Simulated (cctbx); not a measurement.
# Lattice, Laue class and space group of a new crystal

Cell: a = 3.7480 Å, b = 3.7480 Å, c = 6.5790 Å, α = 90.00°, β = 90.00°, γ = 90.00°. Expected content of the cell: Bi1 Mn4 V1.

Simulated single-crystal data (cctbx): Cu Kα, λ = 1.54184 Å, to d = 0.8 Å, 80 % of the full sphere, strongest reflection 5000 counts, noise from counting, a 6 % proportional error and a noise floor of 4 counts (s.d.); no absorption.

Tests on the unmerged data give:

```text
632 reflections to d = 0.803 A
centring   violations  <I/sigma> of those
    A        316 of   316     12.8
    B        314 of   314     12.8
    C        306 of   306     13.0
    I        288 of   288     12.4
    R        417 of   417     12.9
    F        468 of   468     12.9
Laue class    unique    Rint  (classes that these axes allow; Friedel mates merged)
P -1              379   0.045
P 1 2/m 1         226   0.050
P 1 1 2/m         215   0.050
P 2/m 1 1         227   0.051
P m m m           141   0.054
P 4/m             112   0.056
P 4/m m m          84   0.057
space group    extra absences  I>4sigma  <I/sigma>
P 4 2 2                 0          0         -  acentric
P 4 m m                 0          0         -  acentric
P -4 2 m                0          0         -  acentric
P -4 m 2                0          0         -  acentric
P 4/m m m               0          0         -  centric
Wilson B = 0.64 A^2   <|E^2-1|> = 0.562 (0.968 centric, 0.736 acentric)   E^2>4: 0.0 %
shell (A)         n   <I/sigma>
 6.58 - 1.53     17     28.8
 1.53 - 1.22     13     31.5
 1.22 - 1.06     10     33.2
 1.06 - 0.97      9     34.4
 0.97 - 0.90     13     28.3
 0.90 - 0.85      8     31.8
 0.85 - 0.80     14     30.6
```

Q: Read the symmetry from these tables.

Every centring test has many violations, so the lattice is primitive.

Rint stays low (0.045 to 0.057) up to P 4/m m m, the highest class in these axes.

5 settings pass the absence test. No glide or screw absences show, which leaves P 4 2 2, P 4 m m, P -4 2 m, P -4 m 2 and P 4/m m m.

⟨|E²−1|⟩ = 0.562 leans to a non-centrosymmetric structure, or to twinning, which lowers it. The Wilson B of 0.64 Å² means U ≈ 0.0081 Å².

The true group is P4mm (no. 99), Laue class 4/mmm, non-centrosymmetric. The tables only narrow the choice to the tied entries; cell content, site symmetry and trial solutions must settle it.

The model was made for the exercise: a known structure type with other elements put in, its volume estimated, not relaxed; displacement parameters are assumed.

[Logs are printed without paths, hosts, clocks, repeated set-up lines and the standing remarks that a program may print on its own settings, such as how far it seeks lower states.]
